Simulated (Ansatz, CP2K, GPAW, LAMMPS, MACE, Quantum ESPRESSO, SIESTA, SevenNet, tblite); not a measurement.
# Amorphous Ge (61 atoms): one structure in several programs

Aim: run amorphous Ge (61 atoms) in several programs and set results and cost side by side. A plane-wave run serves as the reference.

Calculated with Quantum ESPRESSO 7.5; Kohn-Sham DFT, PBE, SSSP efficiency 1.3.0 pseudopotentials, plane waves.

## Step 1: The structure

The cell holds 61 atoms: 61 Ge. Its edges and angles: a = 11.099 Å, b = 11.099 Å, c = 11.099 Å, α = 90.0°, β = 90.0°, γ = 90.0°. 61 atoms (61 Ge) placed at random at 5.38 g/cm³, melted at 3500 K for 10 ps at fixed volume with the Tersoff potential (Tersoff, Phys. Rev. B 39, 5566 (1989)). Quenched from 3500 K to 100 K at 5 K/ps and fixed volume, held 5 ps, then minimised at fixed cell.

## Step 2: The reference run

Contents of pw.in:

```
&control
  calculation = 'scf'
  pseudo_dir = './pseudo'
  outdir = './tmp'
  disk_io = 'none'
  tprnfor = .true.
  tstress = .true.
/
&system
  ibrav = 0
  nat = 61
  ntyp = 1
  ecutwfc = 45
  ecutrho = 360
  nosym = .true.
  occupations = 'smearing'
  smearing = 'fd'
  degauss = 0.003675
/
&electrons
  conv_thr = 3.0e-07
  electron_maxstep = 100
  mixing_beta = 0.2
  mixing_mode = 'local-TF'
  diagonalization = 'david'
/
ATOMIC_SPECIES
Ge 72.630 Ge.upf
CELL_PARAMETERS angstrom
11.09880 0.00000 0.00000
0.00000 11.09880 0.00000
0.00000 0.00000 11.09880
ATOMIC_POSITIONS crystal
Ge 0.34460 0.32374 0.87106
Ge 0.84723 0.10943 0.56535
Ge 0.69746 0.86081 0.35585
Ge 0.32014 0.76232 0.44658
Ge 0.57138 0.29699 0.89960
Ge 0.20730 0.83313 0.78402
Ge 0.51294 0.99647 0.67083
Ge 0.94202 0.47651 0.62482
Ge 0.77167 0.64577 0.99196
Ge 0.04339 0.88961 0.91670
Ge 0.62110 0.52926 0.37451
Ge 0.14597 0.12770 0.28819
[... 45 atom lines left out ...]
Ge 0.79148 0.48838 0.23707
Ge 0.19292 0.06704 0.49937
Ge 0.16645 0.86111 0.56840
Ge 0.97495 0.77935 0.50700
K_POINTS gamma
```

Run with:

```bash
OMP_NUM_THREADS=1 mpirun -np 4 pw.x -in pw.in > output.txt
```

Log:

```text
Program PWSCF
     gamma-point specific algorithms are used
     one sub-group per band group will be used
     scalapack distributed-memory algorithm (size of sub-group:  2*  2 procs)
     Parallelization info
     sticks:   dense  smooth     PW     G-vecs:    dense   smooth      PW
     Min        3154    1575    394               266097    94066   11770
     Max        3158    1582    396               266102    94068   11776
     Sum       12621    6309   1581              1064395   376269   47089
     bravais-lattice index     =            0
     lattice parameter (alat)  =      20.9737  a.u.
     unit-cell volume          =    9226.2385 (a.u.)^3
     number of atoms/cell      =           61
     number of atomic types    =            1
     number of electrons       =       854.00
[... lines left out ...]
     scf convergence threshold =      3.0E-07
[... lines left out ...]
     number of k points=     1  Fermi-Dirac smearing, width (Ry)=  0.0037
[... lines left out ...]
     total energy              =  -13031.62924303 Ry
[... lines left out ...]
     total energy              =  -13031.40352666 Ry
[... lines left out ...]
     total energy              =  -13031.46832540 Ry
[... lines left out ...]
     total energy              =  -13031.47036617 Ry
[... lines left out ...]
     total energy              =  -13031.47036732 Ry
[... lines left out ...]
          k = 0.0000 0.0000 0.0000 ( 23545 PWs)   bands (ev):
   -16.5187 -16.4864 -16.4835 -16.4681 -16.4531 -16.4453 -16.4427 -16.4167
   -16.4090 -16.4061 -16.4043 -16.3944 -16.3890 -16.3835 -16.3824 -16.3803
   -16.3738 -16.3723 -16.3698 -16.3659 -16.3639 -16.3602 -16.3584 -16.3572
[...]
13.1864  13.2336  13.2596  13.3642  13.4323  13.4674  13.5223  13.5815
    13.6223  13.7306  13.7561  13.8613  13.8925  13.9228  13.9770  13.9917
     the Fermi energy is     8.2533 ev
!    total energy              =  -13031.47036911 Ry
     estimated scf accuracy    <       0.00000010 Ry
     smearing contrib. (-TS)   =      -0.01504160 Ry
     internal energy E=F+TS    =  -13031.45532751 Ry
     The total energy is F=E-TS. E is the sum of the following terms:
     one-electron contribution =   -8587.52043613 Ry
     hartree contribution      =    5090.26441735 Ry
     xc contribution           =   -3557.06487629 Ry
     ewald contribution        =   -5977.13443243 Ry
     convergence has been achieved in  11 iterations
     Forces acting on atoms (cartesian axes, Ry/au):
     atom    1 type  1   force =     0.00792588    0.01177134    0.00315824
     atom    2 type  1   force =     0.00511428   -0.01393344    0.01311019
     atom    3 type  1   force =    -0.01119404   -0.00348386   -0.01494778
[...]
atom   60 type  1   force =    -0.00669012    0.00993399   -0.00375488
     atom   61 type  1   force =     0.00270057    0.00282356    0.00528808
     Total force =     0.118160     Total SCF correction =     0.001943
     Computing stress (Cartesian axis) and pressure
          total   stress  (Ry/bohr**3)                   (kbar)     P=       52.13
   0.00033478  -0.00003377   0.00002337           49.25       -4.97        3.44
  -0.00003377   0.00041847  -0.00005987           -4.97       61.56       -8.81
   0.00002337  -0.00005987   0.00030981            3.44       -8.81       45.58
     Message from routine punch:
     Nothing written, as per user request (disk_io='none')
```

Wall time 2.5 min (4 MPI ranks of Arm Neoverse V2, shared host); peak memory 4 GiB; 10 min of CPU time.

Banners, paths, timers and routine set-up lines are dropped from the logs unmarked, and long logs keep their key lines alone; longer cuts are marked.

Numbers from this run:

| Quantity | Value |
| --- | --- |
| r.m.s. force component | 0.2246 eV/Å |
| longest force | 0.8539 eV/Å |
| pressure | 5.213 GPa |

## Step 3: The other programs

The programs:
- CP2K 2026.2: Gaussian basis with GTH pseudopotentials and a plane-wave density; labels give functional, basis (MOLOPT sets; SR short-range, UZH the newer set with its own potentials), grid cutoff/relative cutoff and solver (OT: orbital transformation; TRS4, TC2, SIGN: linear-scaling purification with its sparsity filter), or its built-in tight binding.
- GPAW 26.7.0: PAW with atomic orbitals (LCAO), plane waves or a real-space grid of spacing h.
- MACE: machine-learned potential, published weights.
- Quantum ESPRESSO 7.5: plane waves; labels (QE) give functional, pseudopotential set and cutoffs of waves/density.
- SIESTA 5.4.2: numerical atomic orbitals, whose automatically made sets are far from complete, with PseudoDojo norm-conserving potentials that we converted to its format (checked against plane waves on the same files for H, C, O, Si, Ge and Ca alone); labels give functional, basis size, energy shift and mesh cutoff.
- SevenNet: machine-learned potential, published weights.
- tblite 0.8.0: extended tight binding, driven from Python.

All use the same cell and atoms; the electronic-structure runs use the same k-mesh, and an electronic temperature of 580 K (0.05 eV) where levels are smeared.

Differences are against the plane-wave reference, forces as r.m.s. over components; share is that over the reference's r.m.s. force, slope the least-squares factor from reference forces to these. Total energies of different programs have different zeros and aren't compared.

| run | Δ force, r.m.s. (meV/Å) | share (%) | slope | Δ pressure (GPa) | cores | CPU time | memory (GiB) |
| --- | --- | --- | --- | --- | --- | --- | --- |
| reference | - | - | - | - | 4 | 10 min | 4.0 |
| CP2K PBE+D3(BJ), DZVP-MOLOPT-SR, 350/50 Ry, diagonalisation | 27.9 | 12.4 | 1.024 | -0.971 | 2 | 77 s | 1.8 |
| CP2K PBE, DZVP-MOLOPT (SR for Ge), 350/50 Ry, diagonalisation | 23.8 | 10.6 | 1.022 | 1.16 | 2 | 76 s | 1.8 |
| CP2K PBE, DZVP-MOLOPT-SR, 350/50 Ry, diagonalisation | 23.8 | 10.6 | 1.022 | 1.16 | 2 | 76 s | 1.8 |
| CP2K PBE, DZVP-MOLOPT-SR, 350/70 Ry, diagonalisation | 23.8 | 10.6 | 1.022 | 1.16 | 2 | 1.8 min | 1.8 |
| CP2K PBE, TZV2P-MOLOPT (SR for Ge), 350/50 Ry, diagonalisation | 17.5 | 7.81 | 1.029 | 0.808 | 4 | 1.9 min | 3.5 |
| CP2K PBEsol, PBE potentials, DZVP-MOLOPT-SR, 350/50 Ry, diagonalisation | 35.1 | 15.6 | 1.085 | 0.400 | 2 | 76 s | 1.8 |
| CP2K revPBE, PBE potentials, DZVP-MOLOPT-SR, 350/50 Ry, diagonalisation | 23.6 | 10.5 | 0.997 | 1.46 | 2 | 75 s | 1.8 |
| GPAW PBE, LCAO dzp, h 0.2 Å | 47.4 | 21.1 | 1.121 | - | 1 | 2.6 min | 1.4 |
| GPAW PBE, LCAO dzp, h 0.2 Å, other mixer settings | 47.6 | 21.2 | 1.121 | - | 1 | 3.4 min | 1.3 |
| GPAW PBE, LCAO sz(dzp), h 0.2 Å (coarse) | 157 | 70.1 | 1.409 | - | 1 | 48 s | 1.0 |
| GPAW RPBE, LCAO dzp, h 0.2 Å | 62.4 | 27.8 | 1.158 | - | 1 | 2.6 min | 1.4 |
| MACE MP-0b2 small potential | 195 | 86.8 | 0.507 | -1.90 | 1 | 5.1 s | 0.67 |
| MACE MPA-0 medium potential | 164 | 73.1 | 0.620 | -0.353 | 1 | 6.2 s | 0.77 |
| QE PBE+D3(BJ), sssp-1.3.0-efficiency, 45/360 Ry | 8.82 | 3.93 | 1.002 | -2.15 | 4 | 10 min | 4.0 |
| QE PBE, sssp-1.3.0-efficiency, 45/360 Ry, rmm-davidson | 0.646 | 0.288 | 1.000 | 0.005 | 4 | 9.5 min | 4.2 |
| SIESTA PBE, TZP, shift 0.01 Ry, mesh 300 Ry | 92.0 | 41.0 | 1.178 | 1.82 | 2 | 6.6 min | 1.8 |
| SevenNet l3i5 potential | 195 | 86.8 | 0.481 | -1.03 | 1 | 7 s | 0.95 |
| tblite GFN1-xTB | 127 | 56.4 | 0.798 | 1.91 | 1 | 5.3 s | 0.13 |

Rows marked coarse were listed beforehand as settings not expected to be converged; some can still land near the reference.

Times of the machine-learned potentials are mostly Python's start and the loading of weights.

CPU time is summed over cores on a shared host, where runs went side by side, so it is rough. Symmetry, cutoffs, thresholds, outputs and thread counts weren't matched or tuned between programs; memory under MPI is the largest rank's times the ranks.

Runs without a result: CP2K GFN1-xTB, diagonalisation (not converged).

Within one program, basis, potentials and functional, energies share a zero. Each run against its twin at the usual cutoff or grid and solver:

| run | twin | Δ energy (meV/atom) | Δ force, r.m.s. (meV/Å) | CPU time over the twin's |
| --- | --- | --- | --- | --- |
| CP2K PBE, DZVP-MOLOPT-SR, 350/70 Ry, diagonalisation | DZVP-MOLOPT-SR, 350/50 Ry, diagonalisation | 3.0e-4 | 0.039 | 1.4 |
| GPAW PBE, LCAO dzp, h 0.2 Å, other mixer settings | LCAO dzp, h 0.2 Å | 0 | 1.78 | 1.3 |
| QE PBE, sssp-1.3.0-efficiency, 45/360 Ry, rmm-davidson | sssp-1.3.0-efficiency, 45/360 Ry | 0 | 0.646 | 0.94 |

## Step 4: What came out

```json
{"reference r.m.s. force component": "0.225 eV/Å", "nearest in forces": "QE PBE, sssp-1.3.0-efficiency, 45/360 Ry, rmm-davidson, 0.29 %", "farthest in forces": "a tie at 87 % of 2 runs: MACE MP-0b2 small potential; SevenNet l3i5 potential", "cheapest electronic-structure run beside the reference": "tblite GFN1-xTB, 5.3 s of CPU time"}
```

In words: With the reference's own potentials and cutoffs, another solver or threshold moves forces by 0.29 % (QE PBE, sssp-1.3.0-efficiency, 45/360 Ry, rmm-davidson). The PBE runs in local orbitals, coarse settings apart, differ by 7.8 % (CP2K PBE, TZV2P-MOLOPT (SR for Ge), 350/50 Ry, diagonalisation) to 41 % (SIESTA PBE, TZP, shift 0.01 Ry, mesh 300 Ry); basis, grid and potentials can all enter. Tight binding differs by 56 % (tblite GFN1-xTB); it is another model, with fitted parameters of its own, and the xTB methods hold dispersion. Machine-learned potentials differ by 73 % (MACE MPA-0 medium potential) to 87 % (MACE MP-0b2 small potential); they were trained on other programs' data. Among those trained on PBE data the slope goes as low as 0.48, with a correlation of 0.57, so directions differ as well as sizes. In the reference's own program, potentials and cutoffs, a change of model alone moves forces by 3.9 % (QE PBE+D3(BJ), sssp-1.3.0-efficiency, 45/360 Ry). Other rows with another functional or a dispersion term differ by 10 % (CP2K revPBE, PBE potentials, DZVP-MOLOPT-SR, 350/50 Ry, diagonalisation) to 28 % (GPAW RPBE, LCAO dzp, h 0.2 Å), which mixes the change of model with differences of basis and potentials, some of them made for another functional. Runs with settings chosen to be coarse differ by 70 % (GPAW PBE, LCAO sz(dzp), h 0.2 Å), their programs' other errors included. Of the electronic-structure runs that take under half the reference's CPU time, CP2K PBE, TZV2P-MOLOPT (SR for Ge), 350/50 Ry, diagonalisation comes nearest, at 7.8 % in 1.9 min against 10 min. GPAW PBE, LCAO dzp, h 0.2 Å stiffens the forces by a factor of 1.12 while following their directions (correlation 0.988); the slopes of the 4 GPAW runs lie between 1.12 and 1.41. In pressure, SIESTA PBE, TZP, shift 0.01 Ry, mesh 300 Ry misses by +1.8 GPa, at the same functional. In the reference: levels near the Fermi energy are neither full nor empty under the smearing, so no gap is quoted. Periodic xTB results under one method name differ between programs and library versions. The potentials hold different valence shells: 854 electrons in the reference, 244 in CP2K with DZVP-MOLOPT and 244 in GPAW; this bears on time and differences. GPAW's setups keep the filled d shell of Ge in the core. The reference's pressure holds the uncorrected Pulay stress of its 45 Ry basis, so small pressure differences, and their order, may be the reference's own error. Machine-learned potentials mimic data converged in k, so the reference's own k-point error enters their differences. The quench rate of 5 K/ps is many orders above laboratory rates, so the cell is likely richer in defects and strain than a real sample. The network of bonds at the start is that of the classical potential that made the cell, and needn't be the one that DFT or experiment would give. The reference's pressure of 5.2 GPa belongs to a cell and atoms that aren't relaxed at this level. The electronic-structure runs sample only Γ, in a cell whose shortest periodic width is 11 Å, which is coarse for a cell with partly filled levels.

[Also dropped from logs without a mark: logging warnings of Python, and SIESTA's first energy breakdown and zero terms.]

[Logs are printed without paths, hosts, clocks, repeated set-up lines and the standing remarks that a program may print on its own settings, such as how far it seeks lower states.]

[Hosts, paths, dates, database ids (printed as entryN), source tags and the programs' standing remarks are cut or masked in the printed files.]
